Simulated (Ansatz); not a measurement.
## MgGaMo2, from a guessed structure to a relaxed one

Starting from a made-up structure for MgGaMo2, the aim is the relaxed cell, its shortest contacts and, where a second run follows, its electronic structure.

Program: Ansatz 0.2.0. Level of theory: DFT, PBE, plane-wave PAW, files of the set soft_1, scalar-relativistic, no spin, cell and ions relaxed at zero pressure; PAW set soft_1. Results are calculated unless marked as measured.

### 1. The structure

The structure is trigonal, space group R3m (No. 160). The conventional cell has a = 4.165 Å, b = 4.165 Å, c = 19.647 Å, α = 90.00°, β = 90.00°, γ = 120.00°. Nearest to Mo lie 3 Mg at 2.49 Å and 1 Ga at 2.50 Å. Mo has 3 Ga at 2.54 Å and 1 Mg at 2.57 Å nearest. Nearest to Ga lie 4 Mo at 2.50 to 2.54 Å. Mg has 4 Mo at 2.49 to 2.57 Å nearest. Farther neighbours are not listed.

### 2. Relaxing cell and atoms

The guess takes its coordinates from another compound and its volume from a rule, so the cell and any free coordinates are relaxed together.

Contents of input.yaml:

```yaml
crystal:
  lattice:
    - [2.0825, 1.202331936, 6.549]
    - [-2.0825, 1.202331936, 6.549]
    - [0.0, -2.404663871, 6.549]
  atoms:
    - { symbol: Mo, position: [0.627433327, 0.627433327, 0.627433327] }
    - { symbol: Mo, position: [0.125199993, 0.125199993, 0.125199993] }
    - { symbol: Ga, position: [0.500433327, 0.500433327, 0.500433327] }
    - { symbol: Mg, position: [0.99436666, 0.99436666, 0.99436666] }
kpoints:
  mp_grid: { grid: [8, 8, 8] }
scf:
  occupations: { method: fermi_dirac, width: 0.05 }
hamiltonian:
  xc: pbe
  pseudopotentials: { kind: paw, azcp: { folder: soft_1 } }
relax:
  f_tol: 0.015
  max_steps: 70
  cell: {}
output:
  forces: true
  stress: true
```

Run with:

```
> ansatz run input.yaml --threads 4 --pin off --max-ram 8192MiB --backend cpu --events-out ev --progress --plain --runs-dir out
```

Numbers of over 12 decimals in the logs are rounded to 6 here.

Output:

```text
basis.fft_grid_basis auto: the FFT boxes are laid along the combinations [[1, 0, -1], [0, 1, -1], [0, 0, 1]] of the cell's own vectors, 4.165, 4.165 and 6.977 Å long. The dense box has 30×30×48 points. Along the cell's own vectors, as sized, it would have 48×48×48, 2.56 times as many. Of the 6 symmetry operations that the crystal satisfies within crystal.symmetry.tolerance (time reversal apart; of a slab, those that  [...]
Engine: ansatz 0.2.0, aarch64-unknown-linux-gnu
Pseudopotentials: kind: paw
Pseudopotential: Mo, paw, valence charge 14, recommended cutoff 420 eV (normal), soft_1/Mo.paw.azcp
Pseudopotential: Ga, paw, valence charge 13, recommended cutoff 420 eV (normal), soft_1/Ga.paw.azcp
Pseudopotential: Mg, paw, valence charge 10, recommended cutoff 420 eV (normal), soft_1/Mg.paw.azcp
Functional definition: PBE
  parameter kappa = 0.804
  parameter beta = 0.066725
  exchange = pbe_x(kappa = kappa, mu = beta*pi^2/3)
  correlation = pbe_c(beta = beta)
Crystal: 4 atoms, lattice volume = 98.387 Å³
Basis set: ecut = 420 eV, 1899 PW (Γ), FFT grids on a1−a3, a2−a3, a3, exchange–correlation on 60×60×96 points (8 copies of the dense FFT grid, shifted against one another)
Bands: 31, of which v1, the nominal top of the filled ones, is band 26 counted from 1 (25 counted from 0)
Symmetry: 6 space group operations
Space group: R3m (ITA 160), of the structure as read, at distance tolerance 4.6e-5 Å
k-points: 65 of 512 (time reversal used)
Non-local potential: Mo, projectors of the file, l = 0: 3, l = 1: 2, l = 2: 2, l = 3: 1
Non-local potential: Ga, projectors of the file, l = 0: 2, l = 1: 2, l = 2: 3, l = 3: 1
Non-local potential: Mg, projectors of the file, l = 0: 3, l = 1: 2, l = 2: 1
PAW form: soft (Blöchl's): semilocal exchange-correlation on the pseudo side does not see the compensation charge
PAW one-centre angular grid: Mo, 590 points (default); XC on 64 Gauss nodes
PAW one-centre angular grid: Ga, 590 points (default); XC on 64 Gauss nodes
PAW one-centre angular grid: Mg, 110 points (default); XC on 64 Gauss nodes
Initial density: superposition of atomic densities (chi_scale 0.1, normalization cell, long waves kept (reshape's long-wave potential 0.03 eV rms))
Initial wavefunctions: pseudopotential atomic-orbital guess
Functional: x = pbe(κ = 0.804, μ = 0.219515), c = pbe(β = 0.066725)
SCF iter   1: F=—  HF=-15612.895080 eV  |F-HF|=—  |Δ(HF+E_count)|=         —  Δρ=9.56e-2  dr2=2.16e1  ethr=3.10e-3  ⟨swp⟩=6.0  Hψ=9091  notcnv=0
preconditioner: auto → Kerker (q_TF=auto, 2.445 Å⁻¹)  [metal: Δε(μ)=0.010 eV  Ē_g=8.377 eV  σ=0.050 eV  W_gap=0.05  n_scr=28 (ndim 8)  ℏωp=19.5 eV  f_vac=0.000  D(μ)=6.52/eV (n_scr^D=60)]
SCF iter   2: F=—  HF=-15610.077992 eV  |F-HF|=—  |Δ(HF+E_count)|=    2.82e0  Δρ=3.81e-2  dr2=3.02e0  ethr=3.10e-3  ⟨swp⟩=3.0  Hψ=4402  notcnv=0
SCF iter   3: F=—  HF=-15609.645636 eV  |F-HF|=—  |Δ(HF+E_count)|=   4.32e-1  Δρ=1.91e-2  dr2=1.09e0  ethr=3.10e-3  ⟨swp⟩=2.7  Hψ=3069  notcnv=0
SCF iter   4: F=—  HF=-15609.606779 eV  |F-HF|=—  |Δ(HF+E_count)|=   3.89e-2  Δρ=4.74e-3  dr2=3.82e-2  ethr=2.14e-3  ⟨swp⟩=1.3  Hψ=2524  notcnv=0
SCF iter   5: F=—  HF=-15609.603404 eV  |F-HF|=—  |Δ(HF+E_count)|=   3.37e-3  Δρ=4.83e-3  dr2=7.83e-2  ethr=7.48e-5  ⟨swp⟩=2.0  Hψ=3265  notcnv=0
SCF iter   6: F=—  HF=-15609.601497 eV  |F-HF|=—  |Δ(HF+E_count)|=   1.91e-3  Δρ=3.42e-3  dr2=4.03e-2  ethr=7.48e-5  ⟨swp⟩=2.0  Hψ=2368  notcnv=0
SCF iter   7: F=—  HF=-15609.599414 eV  |F-HF|=—  |Δ(HF+E_count)|=   2.08e-3  Δρ=7.30e-4  dr2=1.91e-3  ethr=7.48e-5  ⟨swp⟩=1.0  Hψ=2015  notcnv=0
SCF iter   8: F=—  HF=-15609.599325 eV  |F-HF|=—  |Δ(HF+E_count)|=   8.94e-5  Δρ=1.64e-4  dr2=7.14e-5  ethr=3.74e-6  ⟨swp⟩=2.0  Hψ=2138  notcnv=0
SCF iter   9: F=—  HF=-15609.599320 eV  |F-HF|=—  |Δ(HF+E_count)|=   4.80e-6  Δρ=6.24e-5  dr2=1.29e-5  ethr=1.40e-7  ⟨swp⟩=2.0  Hψ=2681  notcnv=0
SCF iter  10: F=—  HF=-15609.599320 eV  |F-HF|=—  |Δ(HF+E_count)|=   2.60e-7  Δρ=1.85e-5  dr2=7.48e-7  ethr=2.54e-8  ⟨swp⟩=1.1  Hψ=2020  notcnv=0
SCF iter  11: F=-15609.599319 eV  HF=-15609.599320 eV  |F-HF|=4.44e-8  |Δ(HF+E_count)|=   9.92e-9  Δρ=6.48e-6  dr2=9.34e-8  ethr=1.96e-10  ⟨swp⟩=3.0  Hψ=8124  notcnv=0
SCF 1 converged in 11 iterations: F = -15609.599319 eV  dr2 = 9.34e-8
  greatest PAW one-centre occupation: 1.000 electrons in one spin orbital (limit 2), on the Mg atom at site 3 (counted from 0), in its partial waves of l = 0
relax step   1: F+E_penalty+E_count = -15609.59931949 eV  Δ(F+E_penalty+E_count) = +0.000e0 eV  max|allowed force component| = 8.013e-1 eV/Å  Δτ_max = 0.0000 Å  P = -0.467 GPa  Ω = 98.387 Å³  (11 SCF iters, dr2 threshold 1.00e-7 eV, accepted)
Crystal: 4 atoms, lattice volume = 97.058 Å³
Basis set: ecut = 420 eV, 1875 PW (Γ), FFT grids on a1−a3, a2−a3, a3, exchange–correlation on 60×60×96 points (8 copies of the dense FFT grid, shifted against one another)
Initial density: handed on by an earlier stage of this run
Initial wavefunctions: those handed on with the density
iter 1 solved again at ethr=1.10e-3 eV; its pass at ethr=3.10e-3 eV (dr2=5.61e-1 eV) is discarded
SCF iter   1: F=—  HF=-15609.973972 eV  |F-HF|=—  |Δ(HF+E_count)|=         —  Δρ=1.59e-2  dr2=5.62e-1  ethr=1.10e-3  ⟨swp⟩=1.0  Hψ=11446  notcnv=0
preconditioner: auto → Kerker (q_TF=auto, 2.451 Å⁻¹)  [metal: Δε(μ)=0.004 eV  Ē_g=7.565 eV  σ=0.050 eV  W_gap=0.02  n_scr=28 (ndim 8)  ℏωp=19.6 eV  f_vac=0.000  D(μ)=8.42/eV (n_scr^D=102)]
SCF iter   2: F=—  HF=-15609.950769 eV  |F-HF|=—  |Δ(HF+E_count)|=   2.32e-2  Δρ=8.42e-3  dr2=1.44e-1  ethr=1.10e-3  ⟨swp⟩=1.0  Hψ=2015  notcnv=0
SCF iter   3: F=—  HF=-15609.942581 eV  |F-HF|=—  |Δ(HF+E_count)|=   8.19e-3  Δρ=1.42e-3  dr2=2.12e-3  ethr=2.81e-4  ⟨swp⟩=2.0  Hψ=2441  notcnv=0
SCF iter   4: F=—  HF=-15609.942387 eV  |F-HF|=—  |Δ(HF+E_count)|=   1.94e-4  Δρ=9.23e-4  dr2=6.98e-4  ethr=4.16e-6  ⟨swp⟩=3.0  Hψ=3661  notcnv=0
SCF iter   5: F=—  HF=-15609.942149 eV  |F-HF|=—  |Δ(HF+E_count)|=   2.38e-4  Δρ=3.81e-4  dr2=1.54e-4  ethr=1.37e-6  ⟨swp⟩=2.1  Hψ=2794  notcnv=0
SCF iter   6: F=—  HF=-15609.942133 eV  |F-HF|=—  |Δ(HF+E_count)|=   1.61e-5  Δρ=1.00e-4  dr2=1.41e-5  ethr=3.02e-7  ⟨swp⟩=2.1  Hψ=3001  notcnv=0
SCF iter   7: F=—  HF=-15609.942134 eV  |F-HF|=—  |Δ(HF+E_count)|=   1.13e-6  Δρ=4.10e-5  dr2=2.94e-6  ethr=2.77e-8  ⟨swp⟩=2.0  Hψ=3209  notcnv=0
SCF iter   8: F=-15609.942134 eV  HF=-15609.942134 eV  |F-HF|=5.09e-8  |Δ(HF+E_count)|=   9.80e-8  Δρ=1.34e-5  dr2=2.45e-7  ethr=7.84e-10  ⟨swp⟩=4.0  Hψ=9489  notcnv=0
SCF 2 converged in 8 iterations: F = -15609.942134 eV  dr2 = 2.45e-7
[...]
relax step  13: F+E_penalty+E_count = -15616.78500771 eV  Δ(F+E_penalty+E_count) = -9.113e-2 eV  max|allowed force component| = 4.190e-1 eV/Å  Δτ_max = 0.1965 Å  P = +0.717 GPa  Ω = 68.835 Å³  energy of the carried Pulay correction = +3.903e-3 eV  (8 SCF iters, dr2 threshold 4.00e-7 eV, accepted)
relax step  14: F+E_penalty+E_count = -15616.86080012 eV  Δ(F+E_penalty+E_count) = -7.579e-2 eV  max|allowed force component| = 3.626e-1 eV/Å  Δτ_max = 0.1946 Å  P = +0.053 GPa  Ω = 68.097 Å³  energy of the carried Pulay correction = +4.019e-3 eV  (8 SCF iters, dr2 threshold 4.00e-7 eV, accepted)
relax step  15: F+E_penalty+E_count = -15616.92305248 eV  Δ(F+E_penalty+E_count) = -6.225e-2 eV  max|allowed force component| = 3.264e-1 eV/Å  Δτ_max = 0.1948 Å  P = +0.460 GPa  Ω = 66.951 Å³  energy of the carried Pulay correction = +4.200e-3 eV  (8 SCF iters, dr2 threshold 4.00e-7 eV, accepted)
relax step  16: F+E_penalty+E_count = -15616.97150114 eV  Δ(F+E_penalty+E_count) = -4.845e-2 eV  max|allowed force component| = 1.268e-1 eV/Å  Δτ_max = 0.1936 Å  P = -0.082 GPa  Ω = 65.863 Å³  energy of the carried Pulay correction = +4.374e-3 eV  (8 SCF iters, dr2 threshold 4.00e-7 eV, accepted)
relax step  17: F+E_penalty+E_count = -15616.97583739 eV  Δ(F+E_penalty+E_count) = -4.336e-3 eV  max|allowed force component| = 1.432e-2 eV/Å  Δτ_max = 0.0694 Å  P = +0.197 GPa  Ω = 65.603 Å³  energy of the carried Pulay correction = +4.416e-3 eV  (6 SCF iters, dr2 threshold 4.00e-7 eV, accepted)
relax step  18: F+E_penalty+E_count = -15616.97575491 eV  Δ(F+E_penalty+E_count) = +8.248e-5 eV  max|allowed force component| = 1.511e-2 eV/Å  Δτ_max = 0.0051 Å  P = -0.265 GPa  Ω = 65.801 Å³  energy of the carried Pulay correction = +4.384e-3 eV  (6 SCF iters, dr2 threshold 1.56e-7 eV, rejected (line search))
relax step  19: F+E_penalty+E_count = -15616.97592337 eV  Δ(F+E_penalty+E_count) = -8.598e-5 eV  max|allowed force component| = 4.211e-3 eV/Å  Δτ_max = 0.0038 Å  P = +0.004 GPa  Ω = 65.695 Å³  energy of the carried Pulay correction = +4.401e-3 eV  (8 SCF iters, accepted)
relax step  20: F+E_penalty+E_count = -15616.97529955 eV  Δ(F+E_penalty+E_count) = +6.238e-4 eV  max|allowed force component| = 4.214e-3 eV/Å  Δτ_max = 0.0000 Å  P = +0.014 GPa  Ω = 65.695 Å³  stress off target by 5.43e-2 GPa  SCF on the basis re-selected at this cell (its energy is not comparable with the rows above)  (7 SCF iters)
relax step  21: F+E_penalty+E_count = -15616.97531003 eV  Δ(F+E_penalty+E_count) = -1.049e-5 eV  max|allowed force component| = 5.028e-4 eV/Å  Δτ_max = 0.0022 Å  P = +0.002 GPa  Ω = 65.699 Å³  energy of the carried Pulay correction = -1.207e-6 eV  (6 SCF iters, dr2 threshold 7.37e-9 eV, accepted)
iter 1 solved again at ethr=3.20e-8 eV; its pass at ethr=3.10e-3 eV (dr2=1.63e-5 eV) is discarded
SCF iter   1: F=—  HF=-15616.975311 eV  |F-HF|=—  |Δ(HF+E_count)|=         —  Δρ=9.43e-7  dr2=4.80e-10  ethr=3.20e-8  ⟨swp⟩=3.9  Hψ=14354  notcnv=0
eigensolver tolerance schedule: the retry pair's looser diagonalisation over-reported the residual by 33946.27 of it (diagonalisation noise at 0.54 of the residual, at the tolerance the schedule requests for it); recorded, not acted on — ethr = c·dr2/N_el stays at c = 1.0e-1
preconditioner: auto → Kerker (q_TF=auto, 2.616 Å⁻¹)  [metal: Δε(μ)=0.003 eV  Ē_g=8.758 eV  σ=0.050 eV  W_gap=0.01  n_scr=14 (ndim 8)  ℏωp=23.8 eV  f_vac=0.000  D(μ)=4.54/eV (n_scr^D=58)]
SCF iter   2: F=—  HF=-15616.975311 eV  |F-HF|=—  |Δ(HF+E_count)|=   1.57e-7  Δρ=5.28e-7  dr2=1.75e-10  ethr=1.00e-12  ⟨swp⟩=3.6  Hψ=5387  notcnv=0
SCF iter   3: F=—  HF=-15616.975311 eV  |F-HF|=—  |Δ(HF+E_count)|=  5.46e-12  Δρ=2.91e-7  dr2=6.65e-11  ethr=1.00e-12  ⟨swp⟩=1.0  Hψ=2015  notcnv=0
iter 4 did not close the SCF: its close was put off for the readings that it lacked (scf_convergence_deferred on its scf_iter line)
SCF iter   4: F=-15616.975311 eV  HF=-15616.975311 eV  |F-HF|=0.00e0  |Δ(HF+E_count)|=  3.64e-12  Δρ=7.93e-8  dr2=4.05e-12  ethr=1.00e-12  ⟨swp⟩=1.0  Hψ=2015  notcnv=0
iter 5 did not close the SCF: its close was put off for the readings that it lacked (scf_convergence_deferred on its scf_iter line)
SCF iter   5: F=-15616.975311 eV  HF=-15616.975311 eV  |F-HF|=1.82e-12  |Δ(HF+E_count)|=    0.00e0  Δρ=4.46e-8  dr2=1.14e-12  ethr=1.00e-12  ⟨swp⟩=1.0  Hψ=2015  notcnv=0
iter 6 did not close the SCF: its close was put off for the readings that it lacked (scf_convergence_deferred on its scf_iter line)
SCF iter   6: F=-15616.975311 eV  HF=-15616.975311 eV  |F-HF|=3.64e-12  |Δ(HF+E_count)|=  1.82e-12  Δρ=1.35e-8  dr2=1.28e-13  ethr=1.00e-12  ⟨swp⟩=1.0  Hψ=2015  notcnv=0
iter 7 did not close the SCF: its close was put off for the readings that it lacked (scf_convergence_deferred on its scf_iter line)
SCF iter   7: F=-15616.975311 eV  HF=-15616.975311 eV  |F-HF|=0.00e0  |Δ(HF+E_count)|=  3.64e-12  Δρ=4.32e-9  dr2=1.23e-14  ethr=1.00e-12  ⟨swp⟩=1.0  Hψ=2015  notcnv=0
SCF iter   8: F=-15616.975311 eV  HF=-15616.975311 eV  |F-HF|=0.00e0  |Δ(HF+E_count)|=    0.00e0  Δρ=1.72e-9  dr2=2.27e-15  ethr=1.00e-12  ⟨swp⟩=2.0  Hψ=5038  notcnv=0
SCF 22 converged in 8 iterations: F = -15616.975311 eV  dr2 = 2.27e-15
relax step  22: F+E_penalty+E_count = -15616.97531066 eV  Δ(F+E_penalty+E_count) = -6.265e-7 eV  max|allowed force component| = 5.010e-4 eV/Å  Δτ_max = 0.0000 Å  P = +0.002 GPa  Ω = 65.699 Å³  stress off target by 3.46e-3 GPa  SCF on the basis re-selected at this cell (its energy is not comparable with the rows above)  (8 SCF iters)
basis re-selected at this cell: Δ(F+E_penalty+E_count) = -6.265e-7 eV, ΔP = -0.000 GPa vs the last step (what re-selecting the basis moved, of the pressure what is left beyond the Pulay correction that the steps carried, after the strain that the cell walked since its last selection, with what the two solves' SCF thresholds leave and, on support functions, any second-order correction that the steps lacked; it is no m [...]
SCF converged after 8 iterations
Free energy (F): -15616.975311 eV
Harris-Foulkes:  -15616.975311 eV  (|F-HF|=0.00e0)
Internal energy: -15616.937672 eV  (E = F + TS)
E sigma→0 (E₀):  -15616.956491 eV
Entropy (-TS):   -0.037638 eV (-9.410 meV/atom)
Fermi energy:    14.559848 eV
--- Per-component energies (eV) ---
  E_band       = -502.666383
  E_kinetic    = 1025.447573
  E_local      = -4487.492665  (includes V_loc(G=0)·N_el)
  E_nonlocal   = 402.828735
  E_hartree    = 1926.114857
  E_xc         = -441.202480
  E_vxc        = -528.195959  (∫ρ·V_xc dr)
  E_paw        = -8715.405425  (= ΣΔE_a)
  E_vpaw       = -767.483512  (= ΣTr[D̂ρ^β])
  E_aug_tail   = -0.000270  (compensation charges beyond the density's cutoff)
  E_ewald      = -5327.227997
  E_smearing   = -0.037638  (= −TS)
  E_closure    = -0.000000  (closes the sum)
  Σ components = -15616.975311   (vs F -15616.975311, Δ=0.00e0)
--- Forces (eV/Å), atoms counted from 1 ---
  atom   1  Mo     0.00000000     0.00000000     0.00050101
  atom   2  Mo     0.00000000    -0.00000000    -0.00025151
  atom   3  Ga     0.00000000     0.00000000     0.00017957
  atom   4  Mg     0.00000000    -0.00000000    -0.00042912
  max |Σ_I F_I| component: 5.09e-8 eV/Å
--- Stress (GPa, compression-positive) ---
        0.001411      -0.000000       0.000000
        0.000000       0.001411       0.000000
        0.000000       0.000000       0.003462
  P = ⅓ Tr σ = 0.0021 GPa (0.021 kbar)
--- Relaxed structure (20 steps of the walk, 19 accepted, 2 SCFs on fresh bases) ---
  F+E_penalty+E_count = -15616.97531066 eV   max|allowed force component| = 5.010e-4 eV/Å   (the final SCF, on the basis selected at the relaxed cell)
  cell:  # Å, volume = 65.6992 Å³
    - [2.252741, 1.300620, 3.737207]
    - [-2.252741, 1.300620, 3.737207]
    - [0, -2.601241, 3.737207]
  atoms:
    - { symbol: Mo, position: [0.664720, 0.664720, 0.664720] }
    - { symbol: Mo, position: [0.208988, 0.208988, 0.208988] }
    - { symbol: Ga, position: [0.436854, 0.436854, 0.436854] }
    - { symbol: Mg, position: [0.936871, 0.936871, 0.936871] }
```

Wall time 92 s (4 threads of Arm Neoverse V2, shared host); peak memory 0.58 GiB; 5.9 min of CPU time.

The steps of the relaxation:

| step | energy less that of the first step (eV) | largest force component (eV/Å) | pressure (GPa) | volume (Å³) |
| --- | --- | --- | --- | --- |
| 1 | 0.0000 | 0.8013 | -0.47 | 98.39 |
| 2 | -0.3428 | 1.1666 | -0.14 | 97.06 |
| 3 | -0.9302 | 1.8170 | -0.76 | 95.80 |
| 4 | -1.7159 | 2.2724 | -2.33 | 93.99 |
| 5 | -2.8273 | 3.2060 | -4.05 | 90.14 |
| 6 | -4.0071 | 3.4406 | -5.21 | 86.32 |
| 7 | -5.0788 | 2.9120 | -5.04 | 82.35 |
| 8 | -5.9478 | 2.2677 | -2.87 | 78.11 |
| 9 | -6.4967 | 1.7112 | 0.26 | 74.46 |
| 10 | -6.8563 | 1.1033 | 0.81 | 72.24 |
| 11 | -7.0193 | 0.4357 | 3.14 | 70.10 |
| 12 | -7.0946 | 0.6153 | -0.26 | 70.46 |
| 13 | -7.1857 | 0.4190 | 0.72 | 68.84 |
| 14 | -7.2615 | 0.3626 | 0.05 | 68.10 |
| 15 | -7.3237 | 0.3264 | 0.46 | 66.95 |
| 16 | -7.3722 | 0.1268 | -0.08 | 65.86 |
| 17 | -7.3765 | 0.0143 | 0.20 | 65.60 |
| 18 | -7.3764 | 0.0151 | -0.27 | 65.80 |
| 19 | -7.3766 | 0.0042 | 0.00 | 65.69 |
| 20* | -7.3760 | 0.0042 | 0.01 | 65.69 |
| 21 | -7.3760 | 0.0005 | 0.00 | 65.70 |
| 22* | -7.3760 | 0.0005 | 0.00 | 65.70 |

Relaxation steps marked * repeat the geometry before them on a plane-wave basis chosen anew for their cell, so energy and pressure can jump there. Relaxation step 18 was tried and not accepted.

The run keeps the 6 symmetry operations that it works with, so distortions that break them were not tested.

| cell as run | before | after | change |
| --- | --- | --- | --- |
| a (Å) | 6.977 | 4.553 | -34.7 % |
| b (Å) | 6.977 | 4.553 | -34.7 % |
| c (Å) | 6.977 | 4.553 | -34.7 % |
| α (°) | 34.74 | 59.31 | +70.7 % |
| β (°) | 34.74 | 59.31 | +70.7 % |
| γ (°) | 34.74 | 59.31 | +70.7 % |
| volume (Å³/atom) | 24.60 | 16.42 | -33.2 % |

The atoms that moved most (Å, as changes of fractional coordinates times the final cell):

| atom | dx | dy | dz | length |
| --- | --- | --- | --- | --- |
| Mo2 | 0.000 | 0.000 | 0.939 | 0.939 |
| Ga3 | 0.000 | 0.000 | -0.713 | 0.713 |
| Mg4 | 0.000 | 0.000 | -0.645 | 0.645 |
| Mo1 | 0.000 | 0.000 | 0.418 | 0.418 |

The relaxed structure:

```
Mo Ga Mg
1.0
     2.25274    1.30062    3.73721
    -2.25274    1.30062    3.73721
     0.00000   -2.60124    3.73721
Mo Ga Mg
2 1 1
Cartesian
  0.0000 0.0000 7.4526
  0.0000 0.0000 2.3431
  0.0000 0.0000 4.8978
  0.0000 0.0000 10.5038
```

Numbers from this step:

| Item | Value |
| --- | --- |
| free energy | -15616.9753 eV |
| energy at zero smearing | -15616.9565 eV |
| smearing term TS | 0.03764 eV |
| Fermi energy | 14.56 eV |
| electrons | 51 |
| symmetry operations | 6 |
| pressure | 0.002095 GPa |

Shortest distances by pair of elements, guess and relaxed (not always the same contact):

```
 pair  guess (Å)  relaxed (Å)
Ga–Mo      2.495        2.555
Mg–Mo      2.494        2.690
Mo–Mo      4.027        2.941
Ga–Mg      3.967        3.203
Ga–Ga      4.165        4.505
```

The relaxation ends with a largest force component of 5.0e-4 eV/Å and a pressure of 0.00 GPa.

### 3. Outcome

```yaml
space_group_relaxed: R-3m
conventional_cell: a = 4.505, b = 4.505, c = 11.212 Å; α = 90.0°, β = 90.0°, γ = 120.0°
volume_per_atom: 16.42 Å³ (guess 24.60)
```

**Reading.** MgGaMo2 relaxes to R-3m with a = 4.505, b = 4.505 and c = 11.212 Å. The guessed volume was 50 % too large. The symmetry rose from R3m to R-3m, so the distortion of the structure type doesn't survive with these elements. Mesh and cutoff weren't tested. A vector of the cell changed its length by 35 %, so the starting arrangement is largely lost and the mesh was laid for another shape. No dispersion term is used, so weakly bound directions may come out too long. The runs have no spin, and magnetism wasn't tested. Nothing here tests whether the compound is stable against decomposition.

[Logs are printed without paths, hosts, clocks, repeated set-up lines and the standing remarks that a program may print on its own settings, such as how far it seeks lower states.]

[Hosts, paths, dates, database ids (printed as entryN), source tags and the programs' standing remarks are cut or masked in the printed files.]
